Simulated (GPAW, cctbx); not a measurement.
# BeSb2: what bonding does to one electron reflection, worked out

BeSb2, Pnnm (no. 58), a = 5.9009 Å, b = 6.6820 Å, c = 3.2884 Å, α = 90.00°, β = 90.00°, γ = 90.00°.

```
atom  mult.       x       y    z
 Sb1      4  0.3183  0.1447  1/2
 Be1      2     1/2     1/2  1/2
```

The cell comes from substitution in a known structure type and wasn't matched to any measured phase.

A DFT run (GPAW, PBE, 450 eV, 7×4×4 k-points (along the axes of the calculation cell), Fermi–Dirac width 0.1 eV) gives the static X-ray structure factor of 110 as 41.396 e for the conventional cell; superposed free atoms give 41.635 e. **Problem.** Find the Fourier component V of the crystal potential and the two-beam extinction distance at 80 kV in both cases.

## Step 1: Geometry

The cell volume is Ω = 129.66 Å³ and d(110) = 4.4231 Å, so g = 1/d = 0.2261 Å⁻¹.

## Step 2: The nuclei

Electrons feel nuclei as well as electrons, so the nuclear charges are summed with the same phases.

Phase sums Σ exp(2πi h·x), turned so that the total is real and positive: Sb +1.022, Be -2.000. Then F_Z = 51 × (+1.022) + 4 × (-2.000) = 44.12 e. The electron term has the same sign for this reflection.

## Step 3: Mott–Bethe

Poisson's equation, term by term, gives V = (e/4πε₀)(F_Z − F)/(πΩg²), with e/4πε₀ = 14.3996 V Å.

The prefactor is 14.3996 × 4.4231²/(π × 129.66) = 0.69159 V per electron. Free atoms: (44.12 − 41.635) × 0.69159 = 1.718 V. Crystal: (44.12 − 41.396) × 0.69159 = 1.883 V. F changes by -0.57 % and V by +9.6 %: the same 0.24 e is measured against F_Z − F = 2.5 e in place of F = 41.6 e.

## Step 4: Extinction distance

In the two-beam case ξ = 1/(λU) with U = 2γm₀eV/h², that is ξ = 150.41 V Å²/(γλV).

At 80 kV, λ = 0.04176 Å and γ = 1.1566. Free atoms: ξ = 1813 Å. Crystal: ξ = 1654 Å. The thickness fringes go as sin²(πt/ξ), so the two patterns slip by a quarter of a period when t|1/ξ₁ − 1/ξ₀| = 1/4, at t ≈ 471 nm. Thermal motion, absorption and many-beam coupling, left out here, change a real pattern.

## Step 5: Answer

V(110) is 1.88 V against 1.72 V, and ξ is 1654 against 1813 Å. Limits: static atoms, two beams.

[Outputs are excerpts: Python notices, other lines and further rows are left out; steps that failed or that the build refused (PBEsol, TPSS) are not shown.]

[Logs are printed without paths, hosts, clocks, repeated set-up lines and the standing remarks that a program may print on its own settings, such as how far it seeks lower states.]
